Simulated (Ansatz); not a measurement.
# A hypothetical structure for NaLi2Ta, part 2 of 2

This structure for NaLi2Ta is made up. Its elements were placed in a known structure type with a cell scaled to their sizes. What cell does the guess relax to, and how far off was it?

Ansatz 0.2.0; DFT, PBE, plane-wave PAW, files of the set soft_1, scalar-relativistic, no spin, cell and ions relaxed at zero pressure; PAW set soft_1 (the session's first sound run).

So far: Set-up; Relaxation of the guess. The relaxed cell has a = 5.096, c = 7.867 Å (conventional setting).

## Step 3: Electronic structure of the relaxed cell

With the geometry fixed, one more self-consistent run, with a narrower smearing and the mesh shown in its input, gives the bands, and its pressure, and its forces where symmetry allows any, show how far the geometry depends on these settings.

This step: DFT, PBE, plane-wave PAW, files of the set soft_1, scalar-relativistic, no spin, bands and density of states at the relaxed cell; PAW set soft_1 (Ansatz 0.2.0).

File input.yaml:

```yaml
crystal:
  lattice:
    - [5.0961894549, 0.0, 0.0]
    - [-2.5480947275, 4.4134295305, 0.0]
    - [0.0, 0.0, 7.8667620522]
  atoms:
    - { symbol: Ta, position: [0.6666666667, 0.3333333333, 0.75] }
    - { symbol: Ta, position: [0.3333333333, 0.6666666667, 0.25] }
    - { symbol: Na, position: [0.0, 0.0, 0.75] }
    - { symbol: Na, position: [0.0, 0.0, 0.25] }
    - { symbol: Li, position: [0.6666666667, 0.3333333333, 0.406228122] }
    - { symbol: Li, position: [0.3333333333, 0.6666666667, 0.906228122] }
    - { symbol: Li, position: [0.6666666667, 0.3333333333, 0.093771878] }
    - { symbol: Li, position: [0.3333333333, 0.6666666667, 0.593771878] }
kpoints:
  mp_grid: { grid: [8, 8, 4] }
  band_path:
    path:
      - [[0.0, 0.0, 0.0], [0.5, 0.0, 0.0], [0.33333333, 0.33333333, 0.0], [0.0, 0.0, 0.0], [0.0, 0.0, 0.5], [0.5, 0.0, 0.5], [0.33333333, 0.33333333, 0.5], [0.0, 0.0, 0.5]]
      - [[0.5, 0.0, 0.5], [0.5, 0.0, 0.0]]
      - [[0.33333333, 0.33333333, 0.0], [0.33333333, 0.33333333, 0.5]]
    npoints: 8
scf:
  occupations: { method: fermi_dirac, width: 0.03 }
  n_extra_bands: 12
hamiltonian:
  xc: pbe
  pseudopotentials: { kind: paw, azcp: { folder: soft_1 } }
output:
  forces: true
  stress: true
  write_bands: true
  dos: { projected: true }
  write_density: true
  write_potential: true
  elf: true
  volumetric_format: npy
```

Command:

```bash
$ ansatz run input.yaml --threads 4 --pin off --max-ram 10240MiB --backend cpu --events-out ev --progress --plain --runs-dir out
```

Numbers of over 12 decimals in the logs are rounded to 6 here.

The log of the run:

```text
[...]
Crystal: 8 atoms, lattice volume = 176.937 Å³
Basis set: ecut = 420 eV, 3513 PW (Γ), exchange–correlation on 72×72×108 points (8 copies of the dense FFT grid, shifted against one another)
Bands: 40, of which v1, the nominal top of the filled ones, is band 28 counted from 1 (27 counted from 0)
Symmetry: 24 space group operations
[...]
k-points: 30 of 256
[...]
SCF iter   1: F=—  HF=-23649.716915 eV  |F-HF|=—  |Δ(HF+E_count)|=         —  Δρ=4.68e-2  dr2=1.03e1  ethr=3.10e-3  ⟨swp⟩=7.0  Hψ=4848  notcnv=0
[...]
SCF iter   9: F=-23647.464373 eV  HF=-23647.464373 eV  |F-HF|=5.49e-9  |Δ(HF+E_count)|=   1.19e-7  Δρ=6.41e-6  dr2=7.14e-8  ethr=1.79e-10  ⟨swp⟩=14.5  Hψ=7930  notcnv=0
SCF 1 converged in 9 iterations: F = -23647.464373 eV  dr2 = 7.14e-8
[...]
NSCF: frozen V_eff on 75 k-points
SCF converged after 9 iterations
Free energy (F): -23647.464373 eV
[...]
Internal energy: -23647.440824 eV  (E = F + TS)
E sigma→0 (E₀):  -23647.452599 eV
Entropy (-TS):   -0.023549 eV (-2.944 meV/atom)
Fermi energy:    4.602485 eV
[...]
--- Forces (eV/Å), atoms counted from 1 ---
  atom   1  Ta     0.00000000     0.00000000     0.00000000
  atom   2  Ta    -0.00000000    -0.00000000     0.00000000
  atom   3  Na    -0.00000000    -0.00000000     0.00000000
  atom   4  Na     0.00000000     0.00000000     0.00000000
  atom   5  Li     0.00000000     0.00000000     0.01743834
  atom   6  Li    -0.00000000    -0.00000000     0.01743834
  atom   7  Li     0.00000000     0.00000000    -0.01743834
  atom   8  Li    -0.00000000    -0.00000000    -0.01743834
  max |Σ_I F_I| component: 4.63e-18 eV/Å
--- Stress (GPa, compression-positive) ---
       -0.087724       0.000000       0.000000
        0.000000      -0.087724       0.000000
        0.000000       0.000000       0.035244
  P = ⅓ Tr σ = -0.0467 GPa (-0.467 kbar)
--- Band table (eV; the first three rows and the last of 30) ---
  k-point 0: bands = [... 24 lower, 4.2744, 4.2744, 4.3265, 4.3265, 4.6406, 4.6406, 4.9275, 5.3404, ... 8 higher]
  k-point 1: bands = [... 24 lower, 4.2017, 4.2017, 4.2618, 4.2618, 4.8325, 4.8325, 5.3029, 5.3214, ... 8 higher]
  k-point 2: bands = [... 24 lower, 4.1806, 4.1806, 4.1806, 4.1806, 5.1418, 5.1418, 5.1418, 5.1418, ... 8 higher]
  k-point 29: bands = [... 24 lower, 3.6580, 3.6580, 4.6484, 4.6484, 4.8720, 4.8720, 5.1947, 5.1947, ... 8 higher]
```

Elapsed: 6.9 s, on 4 threads of Arm Neoverse V1, shared host; peak memory 0.65 GiB; 27 s of CPU time.

Reading the cycles: dr2 is the Hartree energy of the density residual (eV), the measure of convergence; HF is the Harris–Foulkes estimate of the energy, which meets the free energy F at convergence.

This step gave:

* free energy: -23647.4644 eV
* energy at zero smearing: -23647.4526 eV
* smearing term TS: 0.02355 eV
* Fermi energy: 4.602 eV
* pressure: -0.04673 GPa

From bands.tsv, the bands that come nearest the Fermi level along the path, at its corners, in eV from the Fermi level:

| point | band 25 | band 26 | band 27 | band 28 | band 29 | band 30 | band 31 | band 32 |
| --- | --- | --- | --- | --- | --- | --- | --- | --- |
| Γ | -0.33 | -0.33 | -0.28 | -0.28 | 0.04 | 0.04 | 0.33 | 0.74 |
| M | -0.39 | -0.31 | -0.25 | -0.23 | -0.02 | 0.39 | 0.47 | 0.59 |
| K | -0.67 | -0.67 | -0.40 | -0.40 | 0.15 | 0.25 | 0.25 | 0.60 |
| Γ | -0.33 | -0.33 | -0.28 | -0.28 | 0.04 | 0.04 | 0.33 | 0.74 |
| A | -0.42 | -0.42 | -0.42 | -0.42 | 0.54 | 0.54 | 0.54 | 0.54 |
| L | -0.36 | -0.36 | -0.13 | -0.13 | 0.21 | 0.21 | 0.62 | 0.62 |
| H | -1.04 | -1.04 | 0.07 | 0.07 | 0.24 | 0.24 | 0.62 | 0.62 |
| A | -0.42 | -0.42 | -0.42 | -0.42 | 0.54 | 0.54 | 0.54 | 0.54 |
| L | -0.36 | -0.36 | -0.13 | -0.13 | 0.21 | 0.21 | 0.62 | 0.62 |
| M | -0.39 | -0.31 | -0.25 | -0.23 | -0.02 | 0.39 | 0.47 | 0.59 |
| K | -0.67 | -0.67 | -0.40 | -0.40 | 0.15 | 0.25 | 0.25 | 0.60 |
| H | -1.04 | -1.04 | 0.07 | 0.07 | 0.24 | 0.24 | 0.62 | 0.62 |

Counts of states for the cell as run, both spins, by energy window (eV from the Fermi level): Near the top, bands beyond those computed are missing, so counts there can be too low.

```csv
from,to,total
-8,-7,0.00
-7,-6,0.00
-6,-5,0.00
-5,-4,0.20
-4,-3,1.59
-3,-2,2.20
-2,-1,1.45
-1,0,10.54
0,1,10.52
1,2,3.74
2,3,3.83
3,4,1.74
```

Below -8 eV lie 40.0 more states.

Electrostatic potential energy in the ac plane at fractional y = 0.333, with atoms of Ta and Li within 0.2 Å of it. With pseudopotentials it is smooth inside the atoms' cores, unlike the true potential.

Ten even steps from '_' (-42 eV) to '@' (8 eV), each cell a mean:
```
@@@@@@@@@@@@@@@@@@%%@@@@@@@@
@@@@@@@@@@@@@@@@%%%%%%@@@@@@
@@@@@@@@@@@@@@##**++++##%%@@
@@@@@@@@@@@@%%++..__..==##@@
@@@@@@@@@@@@##::______::**%%
@@@@@@@@@@@@##--______::**%%
@@@@@@@@@@@@%%++..__..==##@@
@@@@@@@@@@@@@@##**++**##%%@@
@@@@@@@@@@@@@@@@%%%%%%@@@@@@
@@@@@@@@@@@@@@@@@@%%@@@@@@@@
@@@@@@@@@@@@@@@@##**##%%@@@@
@@@@@@@@@@@@@@%%==::==##@@@@
@@@@@@@@@@@@@@%%==..--##@@@@
@@@@@@@@@@@@@@%%**++**%%@@@@
@@@@%%@@@@@@@@@@%%%%%%@@@@@@
@@@@%%%%@@@@@@@@@@@@@@@@@@@@
@@@@%%@@@@@@@@@@%%%%%%@@@@@@
@@@@@@@@@@@@@@%%**==**%%@@@@
@@@@@@@@@@@@@@%%==..--##@@@@
@@@@@@@@@@@@@@%%==::==##@@@@
@@@@@@@@@@@@@@@@##**##%%@@@@
```
Columns run along a (5.1 Å; values clipped at the 3rd and 97th percentile), rows up along c (7.9 Å). Atoms in or near the plane, at fractional coordinates: Ta at (0.67, 0.75), Li at (0.67, 0.41), Li at (0.67, 0.09).

ELF in the ac plane at fractional y = 0.333, with atoms of Ta and Li within 0.2 Å of it. It is the smooth field of the valence electrons, not physical close to the nuclei.

Ten even steps from '0' (0.04) to '9' (0.95), each cell a mean:
```
43334554222355
43334443333344
44334422343223
44344313677423
44344326625622
44344326635622
44344313677413
44334422343223
43334443333344
43334554222345
44344431000034
44334420385014
43334420596014
42223430131035
42123553100355
42123565323566
42123553100255
42223430131035
43334420596014
44334420384014
44344541000034
```
Columns run along a (5.1 Å), rows up along c (7.9 Å). Atoms in or near the plane, at fractional coordinates: Ta at (0.67, 0.75), Li at (0.67, 0.41), Li at (0.67, 0.09).

Valence density in the ac plane at fractional y = 0.333, with atoms of Ta and Li within 0.2 Å of it. It is the smooth field of the valence electrons, not physical close to the nuclei.

Values in e/Å³, 21 rows by 14 columns, each cell a mean:
```
0.1 0.0 0.0 0.0 0.1 0.1 0.1 0.1 0.1 0.1 0.1 0.1 0.1 0.1
0.1 0.1 0.0 0.0 0.1 0.1 0.1 0.1 0.2 0.2 0.2 0.2 0.1 0.1
0.1 0.1 0.1 0.1 0.1 0.1 0.1 0.3 0.7 1.0 0.7 0.4 0.2 0.1
0.1 0.1 0.1 0.1 0.1 0.1 0.2 0.9 2.6 3.6 2.9 1.2 0.3 0.1
0.1 0.1 0.1 0.1 0.1 0.1 0.3 1.8 4.2 4.2 4.3 2.3 0.5 0.2
0.1 0.1 0.1 0.1 0.1 0.1 0.3 1.7 4.2 4.2 4.3 2.3 0.5 0.2
0.1 0.1 0.1 0.1 0.1 0.1 0.2 0.8 2.5 3.5 2.8 1.1 0.3 0.1
0.1 0.1 0.1 0.1 0.1 0.1 0.1 0.3 0.6 0.9 0.7 0.3 0.2 0.1
0.1 0.1 0.0 0.0 0.1 0.1 0.1 0.1 0.2 0.2 0.2 0.2 0.1 0.1
0.1 0.0 0.0 0.0 0.1 0.1 0.1 0.1 0.1 0.1 0.1 0.1 0.1 0.1
0.1 0.0 0.0 0.0 0.1 0.1 0.1 0.1 0.1 0.3 0.2 0.1 0.1 0.1
0.1 0.1 0.1 0.1 0.1 0.1 0.1 0.1 1.5 4.6 2.3 0.2 0.1 0.1
0.1 0.1 0.1 0.1 0.1 0.1 0.1 0.1 2.3 6.6 3.4 0.3 0.1 0.1
0.1 0.1 0.1 0.1 0.1 0.1 0.1 0.1 0.5 1.4 0.7 0.1 0.1 0.1
0.1 0.1 0.1 0.1 0.1 0.1 0.1 0.1 0.1 0.1 0.1 0.1 0.1 0.1
0.1 0.1 0.1 0.1 0.1 0.1 0.1 0.1 0.1 0.1 0.1 0.1 0.1 0.1
0.1 0.1 0.1 0.1 0.1 0.1 0.1 0.1 0.1 0.1 0.1 0.1 0.1 0.1
0.1 0.1 0.1 0.1 0.1 0.1 0.1 0.1 0.5 1.5 0.7 0.1 0.1 0.1
0.1 0.1 0.1 0.1 0.1 0.1 0.1 0.1 2.3 6.7 3.4 0.3 0.1 0.1
0.1 0.1 0.1 0.1 0.1 0.1 0.1 0.1 1.5 4.4 2.2 0.2 0.1 0.1
0.1 0.0 0.0 0.0 0.1 0.1 0.1 0.1 0.1 0.3 0.2 0.1 0.1 0.1
```
Columns run along a (5.1 Å), rows up along c (7.9 Å). Atoms in or near the plane, at fractional coordinates: Ta at (0.67, 0.75), Li at (0.67, 0.41), Li at (0.67, 0.09).

## Step 4: Summary of results

| Item | Value |
| --- | --- |
| space group, relaxed | P6_3/mmc |
| conventional cell | a = 5.096, b = 5.096, c = 7.867 Å; α = 90.0°, β = 90.0°, γ = 120.0° |
| volume per atom | 22.12 Å³ (guess 20.66) |

In words: NaLi2Ta relaxes to P6_3/mmc with a = 5.096, b = 5.096 and c = 7.867 Å. The guessed volume was 7 % too small. The space group P6_3/mmc was held in the relaxation, so the end point is a stationary structure within it and may be a saddle against distortions or other arrangements. Bands cross the Fermi level, so it is a metal or semimetal at this level. On the 8×8×4 mesh with the narrower smearing (relaxed on 7×7×3) the largest force component is 0.017 eV/Å and the largest stress component is 0.088 GPa, against the relaxation's thresholds of 0.015 eV/Å and 0.05 GPa. The cutoff wasn't tested. Spin-orbit coupling is left out, which can matter for elements this heavy. No dispersion term is used, so weakly bound directions may come out too long. The runs have no spin, and magnetism wasn't tested. Nothing here tests whether the compound is stable against decomposition.

[Logs are printed without paths, hosts, clocks, repeated set-up lines and the standing remarks that a program may print on its own settings, such as how far it seeks lower states.]

[Hosts, paths, dates, database ids (printed as entryN), source tags and the programs' standing remarks are cut or masked in the printed files.]
